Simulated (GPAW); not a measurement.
**A 7-layer slab of Pb(111): simulated STM images**

Wanted: filled- and empty-state images of a 7-layer slab of Pb(111), with its work function.

Calculated with GPAW 26.7.0; GPAW, PAW setups; slab in vacuum, relaxation, in the first sound run; inputs show where later runs differ.

Most raw output is cut from this account.

## (1) The structure

The cell holds 7 atoms: 7 Pb. Cell: a = 3.500 Å, b = 3.500 Å, c = 35.147 Å, α = 90.0°, β = 90.0°, γ = 60.0°. Vacuum lies along c.

Coordinates:

```
Pb
1.0
     3.50018    0.00000    0.00000
     1.75009    3.03124    0.00000
     0.00000    0.00000   35.14730
Pb
7
Direct
  0.00000 0.00000 0.25607
  0.33333 0.33333 0.33738
  0.66667 0.66667 0.41869
  0.00000 0.00000 0.50000
  0.33333 0.33333 0.58131
  0.66667 0.66667 0.66262
  0.00000 0.00000 0.74393
```

## (2) Relaxing the atoms

Forces are removed first; all later runs use this geometry. The lowest 3 atoms are held at bulk positions and keep their forces.

Input file run.py:

```python
import json
import numpy as np
from ase import Atoms
from ase.constraints import FixAtoms
from ase.optimize import BFGS
from gpaw import GPAW, PW

slab = Atoms(
    ['Pb', 'Pb', 'Pb', 'Pb', 'Pb', 'Pb', 'Pb'],
    positions=[
        [0.00000, 0.00000, 9.00000],
        [1.75009, 1.01041, 11.85788],
        [3.50018, 2.02083, 14.71577],
        [0.00000, 0.00000, 17.57365],
        [1.75009, 1.01041, 20.43154],
        [3.50018, 2.02083, 23.28942],
        [0.00000, 0.00000, 26.14730]],
    cell=[[3.50018, 0.0, 0.0], [1.75009, 3.03124, 0.0], [0.0, 0.0, 35.1473]],
    pbc=[True, True, False])

slab.calc = GPAW(mode=PW(400), xc='PBE', kpts={'size': (10, 10, 1), 'gamma': True},
                 occupations={'name': 'fermi-dirac', 'width': 0.1}, nbands='200%',
                 convergence={'density': 1e-05}, maxiter=200,
                 poissonsolver={'dipolelayer': 'xy'},
                 symmetry={'tolerance': 1e-3, 'extra_ids': [1, 1, 1, 0, 0, 0, 0]}, txt='slab.txt')
result = {}
slab.set_constraint(FixAtoms([0, 1, 2]))
path = []
opt = BFGS(slab, maxstep=0.2)
opt.attach(lambda: path.append((slab.get_potential_energy(), slab.positions.tolist(), slab.get_forces().tolist())))
result['relaxed'] = bool(opt.run(fmax=0.03, steps=40))
result['path'] = path
energy = slab.get_potential_energy()
fermi = slab.calc.get_fermi_level()
v = slab.calc.get_electrostatic_potential().mean((0, 1)) - fermi
n = slab.calc.get_pseudo_density().mean((0, 1))
L = slab.cell[2, 2]
z = np.arange(len(v)) * L / len(v)
low, high = slab.positions[:, 2].min(), slab.positions[:, 2].max()
below, above = np.interp([low - 6.8, high + 6.8], z, v)
slopes = [np.interp(x, z, np.gradient(v, z)) for x in (low - 6.8, high + 6.8)]
eps = np.array([[slab.calc.get_eigenvalues(k, s) for k in range(len(slab.calc.get_ibz_k_points()))]
                for s in range(slab.calc.get_number_of_spins())]) - fermi
top, bottom = eps[eps < 0].max(), eps[eps > 0].min()
dipole = slab.get_dipole_moment()[2]
print(f'energy {energy:.4f} eV, Fermi level {fermi:.4f} eV, dipole {dipole:.5f} e A')
print(f'potential 6.8 A off the faces, from the Fermi level: lower {below:.4f} eV, upper {above:.4f} eV')
print(f'slope of the potential there: lower {slopes[0]:.5f}, upper {slopes[1]:.5f} eV/A')
print(f'nearest levels on the mesh: {top:.4f} and {bottom:.4f} eV')
print('magnetic moment', round(slab.get_magnetic_moment(), 3))
result.update(energy=energy, fermi=fermi, dipole=dipole, below=below, above=above, slopes=slopes, edges=[top, bottom],
              z=z.tolist(), v=v.tolist(), n=n.tolist(), positions=slab.positions.tolist(),
              forces=slab.get_forces(apply_constraint=False).tolist(), moments=slab.get_magnetic_moments().tolist())
json.dump(result, open('result.json', 'w'))
```

The run is started by

```
$ OMP_NUM_THREADS=1 OPENBLAS_NUM_THREADS=1 python run.py
```

It took 80 min on 1 thread of Intel Xeon Platinum 8259CL at 2.50GHz (Skylake/Cascade Lake), shared host; peak memory 0.4 GiB.

Relaxation path:

```
step  energy less that of the first step (eV)  largest force (eV/Å)
   1                                   0.0000                0.2032
   2                                  -0.0007                0.1940
   3                                  -0.0080                0.0610
   4                                  -0.0081                0.0582
   5                                  -0.0084                0.0444
   6                                  -0.0090                0.0483
   7                                  -0.0097                0.0572
   8                                  -0.0102                0.0454
   9                                  -0.0104                0.0474
  10                                  -0.0105                0.0483
  11                                  -0.0108                0.0576
  12                                  -0.0114                0.0647
  13                                  -0.0119                0.0578
  14                                  -0.0123                0.0491
  15                                  -0.0124                0.0505
  16                                  -0.0125                0.0470
  17                                  -0.0125                0.0393
  18                                  -0.0125                0.0483
  19                                  -0.0127                0.0425
  20                                  -0.0128                0.0172
```

The atoms that moved most (Å):

```
atom     dx     dy     dz  length
 Pb6  0.000  0.000  0.222   0.222
 Pb5  0.000  0.000  0.151   0.151
 Pb7  0.000  0.000  0.149   0.149
 Pb4  0.000  0.000  0.076   0.076
```

The relaxed structure:

```cif
data_structure
_symmetry_space_group_name_H-M 'P 1'
_symmetry_Int_Tables_number 1
_cell_length_a 3.5002
_cell_length_b 3.5002
_cell_length_c 35.1473
_cell_angle_alpha 90.000
_cell_angle_beta 90.000
_cell_angle_gamma 60.000
_cell_volume 372.91
loop_
_atom_site_label
_atom_site_type_symbol
_atom_site_fract_x
_atom_site_fract_y
_atom_site_fract_z
_atom_site_occupancy
Pb1 Pb 0.00000 0.00000 0.25607 1
Pb2 Pb 0.33333 0.33333 0.33738 1
Pb3 Pb 0.66667 0.66667 0.41869 1
Pb4 Pb 0.00000 0.00000 0.50218 1
Pb5 Pb 0.33333 0.33333 0.58562 1
Pb6 Pb 0.66667 0.66667 0.66895 1
Pb7 Pb 0.00000 0.00000 0.74817 1
```

Numbers from this step:

- dipole along the normal: -9.86e-4 e·Å
- levels nearest the Fermi level on the mesh: -0.02804, 0.001949 eV from the Fermi level
- upper work function: 3.728 eV
- lower work function: 3.700 eV

The electrostatic potential energy of an electron (without an applied field's), less the Fermi level, planar mean oscillates, so the rows of the table below give means over windows of 2.93 Å about each position, cut where the curve ends. Its maxima inside the range that stand out by 2 % of the span (Å: eV): 10.5: 1.21, 13.3: 1.14, 16.2: 1.40, 19.1: 1.39, 22.1: 1.39, 24.9: 0.948. Its minima: 9.0: -21.8, 11.8: -21.8, 14.7: -21.9, 17.7: -21.9, 20.6: -21.9, 23.5: -21.8, 26.3: -21.7.

The electrostatic potential energy of an electron (without an applied field's), less the Fermi level, planar mean by z; means over each step:

```
z (Å)  electrostatic potential energy of an electron (without an applied field's), less the Fermi level, planar mean (eV)
 1.47                                                                                                                3.70
 4.40                                                                                                                3.70
 7.33                                                                                                              -0.153
10.26                                                                                                               -7.88
13.19                                                                                                               -7.97
16.12                                                                                                               -7.34
19.05                                                                                                               -7.35
21.98                                                                                                               -7.36
24.91                                                                                                               -8.56
27.84                                                                                                               -1.24
30.77                                                                                                                3.72
33.70                                                                                                                3.73
```

The pseudo valence density, planar mean oscillates, so the rows of the table below give means over windows of 2.93 Å about each position, cut where the curve ends. Its maxima inside the range that stand out by 2 % of the span (Å: e/Å³): 9.0: 1.20, 11.9: 1.18, 14.6: 1.17, 17.6: 1.17, 20.5: 1.17, 23.4: 1.17, 26.4: 1.18. Its minima: 10.5: 0.107, 13.4: 0.108, 16.1: 0.0977, 19.0: 0.0982, 22.0: 0.0978, 24.9: 0.117.

Pseudo valence density, planar mean against z; means over each step:

z (Å), pseudo valence density, planar mean (e/Å³) and a bar:
```
     4.40       0.00 
     7.33       0.15 #########
    10.26       0.48 ############################
    13.19       0.48 ############################
    16.12       0.45 ###########################
    19.05       0.45 ###########################
    21.98       0.45 ###########################
    24.91       0.51 ##############################
    27.84       0.20 ############
    30.77       0.00 
    33.70       0.00
```

The relaxation lowered the energy of the cell by 0.0128 eV (energies extrapolated to zero smearing; the optimiser's log prints free energies). The largest force left on a free atom is 0.017 eV/Å.

## (3) Plane waves, PBE

With the geometry fixed, the planar mean of the potential gives the vacuum level on each side.

This step: GPAW, PAW setups; slab in vacuum (GPAW 26.7.0).

run.py, as its differences from that of step 2:

```diff
@@ -3,4 +3,3 @@
 from ase import Atoms
-from ase.constraints import FixAtoms
-from ase.optimize import BFGS
+from ase.dft.stm import STM
 from gpaw import GPAW, PW
@@ -13,6 +12,6 @@
         [3.50018, 2.02083, 14.71577],
-        [0.00000, 0.00000, 17.57365],
-        [1.75009, 1.01041, 20.43154],
-        [3.50018, 2.02083, 23.28942],
-        [0.00000, 0.00000, 26.14730]],
+        [0.00000, 0.00000, 17.65013],
+        [1.75009, 1.01041, 20.58288],
+        [3.50018, 2.02083, 23.51165],
+        [-0.00000, -0.00000, 26.29618]],
     cell=[[3.50018, 0.0, 0.0], [1.75009, 3.03124, 0.0], [0.0, 0.0, 35.1473]],
@@ -24,10 +23,4 @@
                  poissonsolver={'dipolelayer': 'xy'},
-                 symmetry={'tolerance': 1e-3, 'extra_ids': [1, 1, 1, 0, 0, 0, 0]}, txt='slab.txt')
+                 symmetry={'tolerance': 1e-3}, txt='slab.txt')
 result = {}
-slab.set_constraint(FixAtoms([0, 1, 2]))
-path = []
-opt = BFGS(slab, maxstep=0.2)
-opt.attach(lambda: path.append((slab.get_potential_energy(), slab.positions.tolist(), slab.get_forces().tolist())))
-result['relaxed'] = bool(opt.run(fmax=0.03, steps=40))
-result['path'] = path
 energy = slab.get_potential_energy()
@@ -53,2 +46,16 @@
               forces=slab.get_forces(apply_constraint=False).tolist(), moments=slab.get_magnetic_moments().tolist())
+
+# Images need the states of the whole zone, up to time reversal
+slab.calc = slab.calc.fixed_density(symmetry={'point_group': False}, txt='states.txt', nbands='290%',
+                                    convergence={'bands': 'CBM+1.3'})
+stm = STM(slab)
+result['stm'] = []
+for bias in [-1.0, 1.0]:
+    height = high + 3.5
+    current = stm.get_averaged_current(bias, height)
+    x, y, h = stm.scan(bias, current)
+    i, f = divmod(height / L * stm.ldos.shape[2], 1)
+    I = abs((1 - f) * stm.ldos[:, :, int(i)] + f * stm.ldos[:, :, int(i) + 1])
+    print(f'bias {bias} V: mean current at 3.5 A {current:.4e}, corrugation {np.ptp(h):.4f} A')
+    result['stm'].append(dict(bias=bias, current=current, h=(h - high).tolist(), I=I.tolist()))
 json.dump(result, open('result.json', 'w'))
```

The job ended after 22 min (1 thread; peak memory 1.4 GiB).

Numbers from this step:

- dipole along the normal: -0.001061 e·Å
- levels nearest the Fermi level on the mesh: -0.02805, 0.001947 eV from the Fermi level
- corrugation -1: 0.1129 Å
- corrugation 1: 0.1371 Å

The electrostatic potential energy of an electron (without an applied field's), less the Fermi level, planar mean oscillates, so the rows of the table below give means over windows of 2.93 Å about each position, cut where the curve ends. Its maxima inside the range that stand out by 2 % of the span (Å: eV): 10.5: 1.21, 13.3: 1.14, 16.2: 1.40, 19.1: 1.39, 22.1: 1.39, 24.9: 0.948. Its minima: 9.0: -21.8, 11.8: -21.8, 14.7: -21.9, 17.7: -21.9, 20.6: -21.9, 23.5: -21.8, 26.3: -21.7.

Table of electrostatic potential energy of an electron (without an applied field's), less the Fermi level, planar mean by z; means over each step:

(Unchanged from step 2.)

The pseudo valence density, planar mean oscillates, so the rows of the table below give means over windows of 2.93 Å about each position, cut where the curve ends. Its maxima inside the range that stand out by 2 % of the span (Å: e/Å³): 9.0: 1.20, 11.9: 1.18, 14.6: 1.17, 17.6: 1.17, 20.5: 1.17, 23.4: 1.17, 26.4: 1.18. Its minima: 10.5: 0.107, 13.4: 0.108, 16.1: 0.0977, 19.0: 0.0982, 22.0: 0.0978, 24.9: 0.117.

Pseudo valence density, planar mean against z; means over each step:

z (Å), pseudo valence density, planar mean (e/Å³) and a bar:
```
     4.40       0.00 
     7.33       0.15 #########
    10.26       0.48 ############################
    13.19       0.48 ############################
    16.12       0.45 ###########################
    19.05       0.45 ###########################
    21.98       0.45 ###########################
    24.91       0.51 ##############################
    27.84       0.20 ############
    30.77       0.00 
    33.70       0.00
```

Tip height over the top atom over a1 and a2. Sample bias -1 V, constant current at the mean current 3.5 Å over the top atom.

Values in Å, 12 rows by 16 columns, each cell a mean:
```
3.56 3.56 3.56 3.55 3.53 3.51 3.50 3.48 3.47 3.47 3.48 3.49 3.51 3.53 3.54 3.56
3.55 3.55 3.55 3.54 3.53 3.52 3.50 3.48 3.47 3.46 3.47 3.48 3.49 3.51 3.53 3.54
3.53 3.53 3.54 3.53 3.53 3.51 3.50 3.48 3.47 3.46 3.46 3.46 3.47 3.49 3.50 3.52
3.51 3.51 3.52 3.52 3.51 3.51 3.49 3.48 3.47 3.46 3.46 3.46 3.46 3.47 3.48 3.50
3.48 3.49 3.49 3.49 3.49 3.49 3.48 3.48 3.47 3.46 3.46 3.46 3.46 3.46 3.47 3.47
3.47 3.47 3.47 3.48 3.48 3.48 3.47 3.47 3.47 3.47 3.47 3.47 3.47 3.47 3.47 3.47
3.48 3.47 3.47 3.46 3.46 3.46 3.46 3.47 3.47 3.48 3.48 3.48 3.49 3.49 3.49 3.48
3.49 3.48 3.47 3.47 3.46 3.46 3.46 3.46 3.47 3.48 3.49 3.50 3.50 3.51 3.51 3.50
3.52 3.51 3.50 3.48 3.47 3.46 3.46 3.46 3.47 3.49 3.50 3.51 3.52 3.53 3.53 3.53
3.54 3.53 3.52 3.50 3.49 3.47 3.46 3.46 3.47 3.49 3.50 3.52 3.53 3.54 3.55 3.55
3.56 3.55 3.54 3.52 3.51 3.49 3.48 3.47 3.47 3.48 3.50 3.52 3.53 3.55 3.56 3.56
3.57 3.56 3.55 3.54 3.52 3.50 3.49 3.47 3.47 3.48 3.49 3.51 3.53 3.54 3.56 3.56
```
Columns: a1 from 0 to 0.944; rows upwards: a2 from 0 to 0.944.

Local density of states summed over the bias window over a1 and a2. Sample bias -1 V, constant height 3.5 Å over the top atom.

Ten even steps from '_' (5.62 × 1e-5 arbitrary) to '@' (7.23 × 1e-5 arbitrary):
```
@@@@@@%%**++--::..____..::--++**%%@@
%%@@%%%%**++==::..______..::==++**%%
##%%%%##**++==--..________..--==++**
**********++==--....______....--==++
==++++++++==--::....________....::--
----======----::..______________..::
::::::----::::::..________________..
......::::::......__________________
____............__________....______
..__________________................
::....____________....::::::----::::
--::....__________....::----======--
==--::::..________..::::--==++++++++
**++==--::..______..::--==++********
##**++==--::..____..::--==++**##%%%%
%%%%**++==::....__....::==++**%%%%@@
@@@@%%**++--::..____..::--++**%%@@@@
@@@@%%##**==--::..__..::--==**##%%@@
```
Columns: a1 from 0 to 0.944; rows upwards: a2 from 0 to 0.944.

Tip height over the top atom over a1 and a2. Sample bias 1 V, constant current at the mean current 3.5 Å over the top atom.

Ten even steps from '_' (3.44 Å) to '@' (3.58 Å):
```
@@@@@@%%##**==--::....::--==**##%%@@
@@@@@@%%##**++--::......::--++**##%%
%%%%%%%%##**++--::..____..::--++**##
##########**++--::..______..::--++**
++********++==--::..________..::--==
====++++++====--::..__________..::--
::----====----::::..____________..::
..::::::::::::::......__________....
....................................
......__________......::::::::::::::
::::..____________..::::------------
==--::..__________..::--====++++++==
++==--::..________..::--==++********
##**++==::..______..::==++**########
%%##**++==::..____..::==++**##%%%%%%
@@%%##**++--::......::--++**##%%@@@@
@@@@%%##**==--::....::--==**##%%@@@@
@@@@@@%%##++==::......::==++##%%@@@@
```
Columns: a1 from 0 to 0.944; rows upwards: a2 from 0 to 0.944.

Local density of states summed over the bias window over a1 and a2. Sample bias 1 V, constant height 3.5 Å over the top atom.

Ten even steps from '_' (1.82 × 1e-4 arbitrary) to '@' (2.38 × 1e-4 arbitrary):
```
@@@@@@%%**++--::..____..::--++**%%@@
%%@@%%%%**++==::....__....::==++**%%
##%%%%##**++==--....____....--==++**
**********++==--....______....--==++
==++++++++==--::....________....::--
----======----::....__________....::
::::::----::::::....____________....
........::........__________________
__................____............__
....______________..................
::....____________....::::::----::::
--::....__________....::----======--
==--::....________....::--==++++++++
**++==--::..______..::--==++********
##**++==--....____....--==++**##%%%%
%%%%**++==::....__....::==++**%%%%@@
@@@@%%**++--::........::--++**%%@@@@
@@@@%%##**==--::..__..::--==**##%%@@
```
Columns: a1 from 0 to 0.944; rows upwards: a2 from 0 to 0.944.

Force by atom:

```
atom  x (eV/Å)  y (eV/Å)  z (eV/Å)   size
 Pb1     0.000     0.000     0.099  0.099
 Pb2     0.000     0.000    -0.189  0.189
 Pb3     0.000     0.000     0.088  0.088
 Pb4     0.000     0.000     0.008  0.008
 Pb5     0.000     0.000    -0.016  0.016
 Pb6     0.000     0.000     0.018  0.018
 Pb7     0.000     0.000    -0.007  0.007
```

The potential is flat to 1.8e-4 eV/Å where it is read, so the vacuum is wide enough.

## (4) A changed run

One more run, with changed settings.

run.py, as its differences from that of step 3:

```diff
@@ -3,3 +3,2 @@
 from ase import Atoms
-from ase.dft.stm import STM
 from gpaw import GPAW, PW
@@ -19,5 +18,5 @@
 
-slab.calc = GPAW(mode=PW(400), xc='PBE', kpts={'size': (10, 10, 1), 'gamma': True},
+slab.calc = GPAW(mode=PW(400), xc='pbe96', kpts={'size': (10, 10, 1), 'gamma': True},
                  occupations={'name': 'fermi-dirac', 'width': 0.1}, nbands='200%',
-                 convergence={'density': 1e-05}, maxiter=200,
+                 convergence={'density': 1e-05}, maxiter=100,
                  poissonsolver={'dipolelayer': 'xy'},
@@ -46,16 +45,2 @@
               forces=slab.get_forces(apply_constraint=False).tolist(), moments=slab.get_magnetic_moments().tolist())
-
-# Images need the states of the whole zone, up to time reversal
-slab.calc = slab.calc.fixed_density(symmetry={'point_group': False}, txt='states.txt', nbands='290%',
-                                    convergence={'bands': 'CBM+1.3'})
-stm = STM(slab)
-result['stm'] = []
-for bias in [-1.0, 1.0]:
-    height = high + 3.5
-    current = stm.get_averaged_current(bias, height)
-    x, y, h = stm.scan(bias, current)
-    i, f = divmod(height / L * stm.ldos.shape[2], 1)
-    I = abs((1 - f) * stm.ldos[:, :, int(i)] + f * stm.ldos[:, :, int(i) + 1])
-    print(f'bias {bias} V: mean current at 3.5 A {current:.4e}, corrugation {np.ptp(h):.4f} A')
-    result['stm'].append(dict(bias=bias, current=current, h=(h - high).tolist(), I=I.tolist()))
 json.dump(result, open('result.json', 'w'))
```

The job ended after 0.79 s (1 thread; peak memory 0.1 GiB).

The program refused the input before any cycle.

The program's message: “NameError: Unknown functional: pbe96.”

The change that led to it: xc = "pbe96".

## (5) Results

| Item | Value |
| --- | --- |
| work function, upper and lower face | 3.728 and 3.700 eV |
| dipole along the normal | -0.0011 e Å, near the numerical noise |
| corrugation at -1 V | 0.113 Å |
| corrugation at 1 V | 0.137 Å |

The corrugation at constant current is largest at 1 V, where the tip height varies by 0.14 Å over the cell. Negative sample bias images filled states, positive bias empty ones. The measured value for polycrystalline Pb, which weights the faces of low work function, is 4.25 eV (as compiled in "Anisotropic work function of elemental crystals", 2019, arxiv:1902.07811); the relaxed upper face lies 0.52 eV under it with PBE. Measured work functions scatter by a tenth of an eV or more between methods. The images are of Tersoff-Hamann type: an s-wave tip, no tip-sample forces, heights closer than in a microscope. The small printed dipole stands for a step of 18 meV from the lower to the upper face, and the probes find 28 meV; values this small are near the numerical noise of both. The in-plane lattice was kept as typed, which isn't the functional's own and leaves some strain; spin-orbit coupling and temperature are left out.

[Logs are printed without paths, hosts, clocks, repeated set-up lines and the standing remarks that a program may print on its own settings, such as how far it seeks lower states.]

[Hosts, paths, dates, database ids (printed as entryN), source tags and the programs' standing remarks are cut or masked in the printed files.]
